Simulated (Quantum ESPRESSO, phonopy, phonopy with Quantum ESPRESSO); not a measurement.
# CaO (Fm-3m): phonons against volume, part 8 of 9

Which modes of CaO drive its thermal expansion?

Experimental results on record:
- heat capacity C_P per formula unit 42.2 J/mol/K and bulk modulus 113 GPa near room temperature (given in “High-Throughput Prediction of Finite-Temperature Properties using the Quasi-Harmonic Approximation”, 2016, arXiv:1603.06924)

Quantum ESPRESSO 7.5; DFT LDA, scalar-relativistic, plane waves, GBRV ultrasoft pseudopotentials.

So far. Step 21 (Ground state at this cell, V/V0 0.97): The run ends at a pressure of 4.27 GPa. Step 22 (Born charges and dielectric tensor): The Born charges sum to zero within 0.0011 e; the rest is removed before use. Acoustic frequencies in this log differ from zero by the error of the sum rule, which ph.x does not impose.

## (24) Lattice dynamics at this volume, V/V0 0.97

This step: DFT LDA, scalar-relativistic, plane waves, GBRV ultrasoft pseudopotentials (phonopy with Quantum ESPRESSO 4.10.0 / 7.5).

Wall time 44 s (8 threads of Arm Neoverse V2, shared host); 5.9 min of CPU time.

Phonopy, LO-TO term from ph.x's tensors. Phonon branches along the path, in cm⁻¹:

```
    point  branch 1  branch 2  branch 3  branch 4  branch 5  branch 6
        Γ         0         0         0       314       314       590
  halfway       163       163       258       344       344       512
        X       205       205       331       339       339       403
  halfway       206       234       326       339       351       400
        U       207       290       310       336       381       394
jump to K       207       290       310       336       381       394
  halfway       170       193       275       318       359       532
        Γ         0         0         0       314       314       590
  halfway       150       150       252       327       327       562
        L       203       203       345       345       396       504
  halfway       211       247       341       356       364       451
        W       254       286       286       349       380       380
  halfway       230       234       321       344       354       397
        X       205       205       331       339       339       403
```

The phonon branches as a text plot (rows in cm⁻¹):

```
    578 |****                      *********
    553 |    *                   **         ***
    528 |                       *              *
    504 |     **              **                ****
    479 |       **                                  **
    455 |                   **                        *
    430 |         *                                    *
    405 |          *********                     ***    *    ****
    381 |                *******                *   ** ******
    356 |       ***    **       *              * ******  ******
    332 |  *****   ************* ****      ******   *****    ****
    307 |**     ***      **   *************  **         ** **
    283 |                ***    *                       ****
    258 |     **        *   **              *         **  ***
    233 |              *      ** **                  *  **   **
    209 |    *     ***********                  ********      ***
    184 |       ***           ***          * ***
    160 |     **                *****       *
    135 |  ***                   **      **
    111 |                          **      *
     86 | ***                        *   **
     61 | *                          *  *
     37 |                               *
     12 |*                            **
         Γ           X  U|K            Γ         L        W     X
```

No mode is imaginary beyond numerical noise along the path. The highest zone-centre mode (no LO–TO term) moved by +7.7 % for a volume change of -3.0 %.

The time given is that of the 2 pw.x runs on displaced cells behind this step.

## (25) Self-consistent run, V/V0 1.05

A tight ground state at this cell gives the energy of this member; its pressure is the stress at this cutoff, which can carry an offset from the finite basis.

This step: DFT LDA, scalar-relativistic, plane waves, GBRV ultrasoft pseudopotentials (Quantum ESPRESSO 7.5).

System of this step: CaO. Symmetry: Fm-3m, No. 225, cubic system. The conventional cell has a = 4.786 Å, b = 4.786 Å, c = 4.786 Å, α = 90.00°, β = 90.00°, γ = 90.00°. Nearest to Ca lie 6 O at 2.39 Å. O has 6 Ca at 2.39 Å nearest. Farther neighbours and most contacts between anions are not listed.

File scf.in:

```
&control
   calculation = 'scf'
   prefix = 'x'
   outdir = './tmp'
   pseudo_dir = './pseudo'
   tprnfor = .true.
   tstress = .true.
/
&system
   ibrav = 0
   nat = 2
   ntyp = 2
   ecutwfc = 45.0
   ecutrho = 270.0
   occupations = 'fixed'
   nbnd = 10
/
&electrons
   conv_thr = 1.0d-12
   mixing_beta = 0.7
   electron_maxstep = 100
/
ATOMIC_SPECIES
 Ca     40.0780  Ca.upf
 O      15.9990  O.upf
CELL_PARAMETERS angstrom
     0.000000000    2.393135398    2.393135398
     2.393135398    0.000000000    2.393135398
     2.393135398    2.393135398    0.000000000
ATOMIC_POSITIONS crystal
 Ca     0.000000000   0.000000000   0.000000000
 O      0.500000000   0.500000000   0.500000000
K_POINTS automatic
 8 8 8 0 0 0
```

Launch:

```console
$ OMP_NUM_THREADS=1 mpirun -n 8 pw.x -nk 8 -in scf.in > scf.out
```

What it wrote:

```text
[banner, memory and clock lines left out]
Program PWSCF v.7.5

     Message from routine setup:
     using ibrav=0 with symmetry is DISCOURAGED, use correct ibrav instead

     G-vector sticks info

     bravais-lattice index     =            0
     lattice parameter (alat)  =       6.3956  a.u.
     unit-cell volume          =     184.9815 (a.u.)^3
     number of atoms/cell      =            2
     number of atomic types    =            2
     number of electrons       =        16.00
[...]
atom    2 type  2   force =     0.00000000    0.00000000    0.00000000

     Total force =     0.000000     Total SCF correction =     0.000000

     Computing stress (Cartesian axis) and pressure

          total   stress  (Ry/bohr**3)                   (kbar)     P=      -56.25
  -0.00038236   0.00000000   0.00000000          -56.25        0.00        0.00
   0.00000000  -0.00038236   0.00000000            0.00      -56.25        0.00
   0.00000000   0.00000000  -0.00038236            0.00        0.00      -56.25

     XML data file, charge density, pseudopotentials, collected wavefunctions
[key lines of the parts left out:]
!    total energy              =    -107.51083085 Ry
convergence has been achieved in  13 iterations
```

Elapsed: 1.9 s, on 8 MPI ranks.

The run ends at a pressure of -5.62 GPa.

## (26) Born charges and dielectric tensor

In a polar crystal the Born charges and ε∞ give the long-range dipole term that a finite supercell misses. They are those of this k-mesh and were not tested on a denser one; where the gap is small they converge slowly, and the LO modes with them.

File ph.in:

```
phonons
&inputph
   prefix = 'x'
   outdir = './tmp'
   fildyn = 'x.dyn'
   tr2_ph = 1.0d-18
   epsil = .true.
/
0.000000000 0.000000000 0.000000000
```

scf.in is that of step 25.

Launch:

```console
$ OMP_NUM_THREADS=1 mpirun -n 8 ph.x -nk 8 -in ph.in > ph.out
```

What it wrote:

```text
[banner, memory and clock lines left out]
Program PHONON v.7.5

     ./tmp/x.save/

     IMPORTANT: XC functional enforced from input :
     Exchange-correlation= PZ
                           (   1   1   0   0   0   0   0)
     Any further DFT definition will be discarded
     Please, verify this is what you really want

     G-vector sticks info

     Check: negative core charge=   -0.000003
     Reading collected, re-writing distributed wavefunctions in ./tmp/

     Number and degeneracy of irreps per q-point
       N         xq(1)         xq(2)         xq(3)   N irreps
[...]
freq (    1) =      -0.367941 [THz] =     -12.273193 [cm-1]
     freq (    2) =      -0.367941 [THz] =     -12.273193 [cm-1]
     freq (    3) =      -0.367941 [THz] =     -12.273193 [cm-1]
     freq (    4) =       7.661459 [THz] =     255.558767 [cm-1]
     freq (    5) =       7.661459 [THz] =     255.558767 [cm-1]
     freq (    6) =       7.661459 [THz] =     255.558767 [cm-1]
 **************************************************************************

     Mode symmetry, O_h (m-3m)  point group:

     freq (   1-   3) =        -12.3  [cm-1]   --> T_1u G_15  G_4- I
     freq (   4-   6) =        255.6  [cm-1]   --> T_1u G_15  G_4- I
```

It took 20 s on 8 MPI ranks; 2.6 min of CPU time.

The Born charges sum to zero within 8.6e-4 e; the rest is removed before use. Acoustic frequencies in this log differ from zero by the error of the sum rule, which ph.x does not impose.

## (27) A displaced supercell

One atom (for the harmonic constants) or a pair of atoms (for the cubic ones) is moved by a few hundredths of an ångström; the forces on all atoms give a column of force constants. The threshold is tight because the forces are small.

System of this step: CaO. It takes space group Imm2 (No. 44, orthorhombic). The conventional cell has a = 6.769 Å, b = 9.573 Å, c = 6.769 Å, α = 90.00°, β = 90.00°, γ = 90.00°. Ca has 6 O at 2.38 to 2.41 Å nearest. Nearest to Ca lie 6 O at 2.39 Å. Ca has 6 O at 2.39 Å nearest. Nearest to O lie 6 Ca at 2.39 Å. Farther neighbours and most contacts between anions are not listed.

File disp-00001.in:

```
&control
   calculation = 'scf'
   prefix = 'x'
   outdir = './tmp'
   pseudo_dir = './pseudo'
   tprnfor = .true.
   disk_io = 'none'
/
&system
   ibrav = 0
   nat = 16
   ntyp = 2
   ecutwfc = 45.0
   ecutrho = 270.0
   occupations = 'fixed'
   nbnd = 66
/
&electrons
   conv_thr = 1.0d-11
   mixing_beta = 0.7
   electron_maxstep = 100
/
ATOMIC_SPECIES
 Ca     40.0780  Ca.upf
 O      15.9990  O.upf
CELL_PARAMETERS angstrom
     0.000000000    4.786270796    4.786270796
     4.786270796    0.000000000    4.786270796
     4.786270796    4.786270796    0.000000000
ATOMIC_POSITIONS crystal
 Ca     0.002954730   0.000000000   0.000000000
 Ca     0.500000000   0.000000000   0.000000000
 Ca     0.000000000   0.500000000   0.000000000
 Ca     0.500000000   0.500000000   0.000000000
 Ca     0.000000000   0.000000000   0.500000000
 Ca     0.500000000   0.000000000   0.500000000
 Ca     0.000000000   0.500000000   0.500000000
 Ca     0.500000000   0.500000000   0.500000000
 O      0.250000000   0.250000000   0.250000000
 O      0.750000000   0.250000000   0.250000000
 O      0.250000000   0.750000000   0.250000000
 O      0.750000000   0.750000000   0.250000000
 O      0.250000000   0.250000000   0.750000000
 O      0.750000000   0.250000000   0.750000000
 O      0.250000000   0.750000000   0.750000000
 O      0.750000000   0.750000000   0.750000000
K_POINTS automatic
 3 3 3 0 0 0
```

Launch:

```console
$ OMP_NUM_THREADS=1 mpirun -n 4 pw.x -nk 4 -in disp-00001.in > disp-00001.out
```

What it wrote:

```text
[banner, memory and clock lines left out]
Program PWSCF v.7.5

     Message from routine setup:
     using ibrav=0 with symmetry is DISCOURAGED, use correct ibrav instead

     G-vector sticks info

     bravais-lattice index     =            0
     lattice parameter (alat)  =      12.7912  a.u.
     unit-cell volume          =    1479.8524 (a.u.)^3
     number of atoms/cell      =           16
     number of atomic types    =            2
     number of electrons       =       128.00
[...]
atom    1 type  1   force =     0.00000000   -0.00455380   -0.00455380
     atom    2 type  1   force =     0.00000000    0.00211558    0.00211558
     atom    3 type  1   force =     0.00141194   -0.00019763    0.00070318
[...]
atom   15 type  2   force =    -0.00000031    0.00035784    0.00035784
     atom   16 type  2   force =     0.00000499   -0.00011104   -0.00011104

     Total force =     0.007968     Total SCF correction =     0.000001
     Message from routine punch:
     Nothing written, as per user request (disk_io='none')
[key lines of the parts left out:]
!    total energy              =    -860.08642585 Ry
convergence has been achieved in  16 iterations
```

It took 45 s on 4 MPI ranks; 3 min of CPU time.

## (28) Lattice dynamics at this volume, V/V0 1.05

This step: DFT LDA, scalar-relativistic, plane waves, GBRV ultrasoft pseudopotentials (phonopy with Quantum ESPRESSO 4.10.0 / 7.5).

The job ended after 48 s (8 threads; 6.2 min of CPU time).

No mode is imaginary beyond numerical noise along the path. The highest zone-centre mode (no LO–TO term) moved by -12.4 % for a volume change of +5.0 %.

The time given is that of the 2 pw.x runs on displaced cells behind this step.

## (29) How the modes move with volume

This step: DFT LDA, scalar-relativistic, plane waves, GBRV ultrasoft pseudopotentials (phonopy 4.10.0).

Numbers from this step:

| Quantity | Value |
| --- | --- |
| share of modes with a negative Grüneisen parameter | 0 |

Mean Grüneisen, by row:

```
T (K)  heat-capacity-weighted mean  root mean square
   50                        1.426             1.576
  100                        1.525             1.642
  200                        1.556              1.66
  300                        1.554             1.656
  500                        1.551             1.652
  800                        1.549              1.65
```

Mean mode Grueneisen parameter against wavenumber:

```
wavenumber (cm⁻¹)  mean mode Grueneisen parameter
               10                               -
               28                               -
               48                            1.07
               66                             1.3
               85                            1.75
              104                            1.14
              123                            1.36
              142                            1.56
              161                            1.54
              180                            1.57
              199                            1.32
              218                            1.16
              237                            1.22
              256                            1.22
              275                            1.33
              294                            1.78
              313                               2
              332                            1.98
              351                             1.6
              370                            1.31
              389                            1.05
              408                            1.06
              427                            1.03
              446                            1.03
              465                            1.02
              484                            1.05
              503                            1.05
              522                            1.05
              541                            1.07
              560                            1.08
```

Volume series, by row:

```
 V/V0  V (Å³/atom)  pressure (GPa)  E - E0 (meV/atom)  gap (eV)  zero-point energy (meV/atom)  lowest on the path (cm⁻¹)  highest at Gamma without the LO-TO term (cm⁻¹)
 0.97        12.66           4.266              5.459     3.427                         58.55                          0                                           314.4
0.985        12.86           2.071              1.439     3.441                         57.22                          0                                           303.2
    1        13.05           0.049                  0     3.452                         55.92                          0                                             292
1.015        13.25          -1.816              0.935     3.463                         54.65                          0                                           281.1
 1.03        13.44          -3.537              4.067     3.472                         53.38                          0                                           270.2
 1.05        13.71          -5.625              11.37     3.483                         51.75                          0                                           255.8
```

Table of optical frequency at Gamma without the LO-TO term, mode 4 by V/V0:

```
  V/V0  optical frequency at Gamma without the LO-TO term, mode 4 (cm⁻¹)
0.9700                                                               314
0.9850                                                               303
1.0000                                                               292
1.0150                                                               281
1.0300                                                               270
1.0500                                                               256
```

[end of part 8 of 9]

[Logs are printed without paths, hosts, clocks, repeated set-up lines and the standing remarks that a program may print on its own settings, such as how far it seeks lower states.]

[Hosts, paths, dates, database ids (printed as entryN), source tags and the programs' standing remarks are cut or masked in the printed files.]

[A step with changed settings may run another functional than the one named; its input shows which.]

[Of the runs on displaced cells, only some may be shown.]
